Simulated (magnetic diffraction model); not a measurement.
# Which magnetic order? NdTi3Au

Space group I4mm (no. 107), a = 4.3240 Å, c = 10.6510 Å.

```csv
site,atom,x,y,z
2a,Au,1/2,1/2,0.1338
2a,Nd,1/2,1/2,0.4843
4b,Ti,0,1/2,0.2457
2a,Ti,0,0,0.4025
```

The compound is invented for this exercise: a known structure type with other elements, its cell scaled to their sizes and not relaxed.

Only Nd is taken to order (form factors of Nd3+); orders and moment sizes are assumed, and not adapted to the symmetry. Radiation: neutrons of λ = 2.41 Å, 3° to 90°; isotropic B of 0.36 Å² (Au), 0.53 Å² (Nd) and 0.59 Å² (Ti). Simulated constant-wavelength pattern: nuclear and magnetic terms add, the magnetic one as |2.695 fm × Σ f S⊥ exp(2πi Q·r) exp(−B s²)|², summed over all Q at one angle with the factor 1/(sin²θ cos θ). For collinear order S is the moment m, which repeats by lattice and centring translations R with the sign exp(−2πi k·R). Free-ion form factors, Sears's scattering lengths of 1992, no absorption; a label names one of the reflections at its angle. The strongest nuclear line in the range is 100, and lines under 0.2 are left out.

Above the ordering temperature:

| 2θ (°) | index | I |
| --- | --- | --- |
| 26.16 | (0 0 2) | 79.7 |
| 35.01 | (1 0 1) | 78.2 |
| 46.42 | (1 1 0) | 82.5 |
| 52.10 | (1 0 3) | 100.0 |
| 53.81 | (0 0 4) | 2.2 |
| 54.06 | (1 1 2) | 34.6 |
| 67.75 | (2 0 0) | 3.3 |
| 73.75 | (1 1 4) | 20.5 |
| 73.96 | (2 0 2) | 52.1 |
| 78.19 | (1 0 5) | 12.2 |
| 78.59 | (2 1 1) | 41.1 |
| 85.50 | (0 0 6) | 25.9 |

Below it (cell unchanged):

```tsv
2θ (°)	I
17.30	16.4
25.37	10.7
26.16	79.7
35.01	78.2
36.76	5.7
36.92	6.4
41.56	6.0
46.42	82.5
49.64	3.2
49.77	5.0
49.90	1.7
52.10	100.0
53.63	1.7
53.81	2.2
54.06	34.6
60.51	3.7
60.62	1.5
60.74	2.3
63.72	2.0
64.05	2.3
67.75	3.3
70.31	1.3
70.42	2.1
70.52	1.7
73.29	2.7
73.60	1.7
73.75	20.5
73.96	52.1
78.19	12.2
78.59	41.1
79.23	1.3
79.54	1.9
79.64	1.6
82.41	1.0
85.50	25.9
88.20	2.0
```
(The table stops after 36 lines; 2 more lie at higher angle.)

**Question.** Check that the new lines index with k = (0 1/2 1/2), then choose among these models:
A. collinear moments along [110], 2.3 μB on Nd
B. collinear moments along [111], 2.3 μB on Nd
C. collinear moments along [100], 2.3 μB on Nd

The new lines index as (0 1/2 1/2) at 17.30°, (0 1/2 -3/2) at 25.37°, (0 1/2 5/2) at 36.76° and (1 1/2 -1/2) at 36.92°, that is as H ± k with k = (0 1/2 1/2), one of 4 inequivalent arms of its star (k and −k counted as one), which a powder can't tell apart. Half indices mean that the moments reverse under translations with k·R a half-integer, and the magnetic cell has twice the primitive volume.

Magnetic intensity, observed (below minus above) and for each model:

| 2θ (°) | index | observed | A | B | C |
| --- | --- | --- | --- | --- | --- |
| 17.30 | (0 1/2 1/2) | 16.4 | 16.4 | 16.6 | 28.8 |
| 25.37 | (0 1/2 -3/2) | 10.7 | 10.7 | 10.7 | 13.3 |
| 36.76 | (0 1/2 5/2) | 5.7 | 5.7 | 0.8 | 6.3 |
| 36.92 | (1 1/2 -1/2) | 6.4 | 6.4 | 11.3 | 2.8 |
| 41.56 | (1 1/2 3/2) | 6.0 | 6.0 | 6.1 | 3.8 |
| 60.51 | (1 1/2 7/2) | 3.7 | 3.7 | 1.6 | 3.2 |
| 70.52 | (2 1/2 1/2) | 1.7 | 1.7 | 2.9 | 0.2 |
| 73.60 | (2 1/2 -3/2) | 1.7 | 1.7 | 2.7 | 0.4 |

Model A matches.

The structure used: k = (0 1/2 1/2), collinear moments along [110], 2.3 μB on Nd.

[Logs are printed without paths, hosts, clocks, repeated set-up lines and the standing remarks that a program may print on its own settings, such as how far it seeks lower states.]
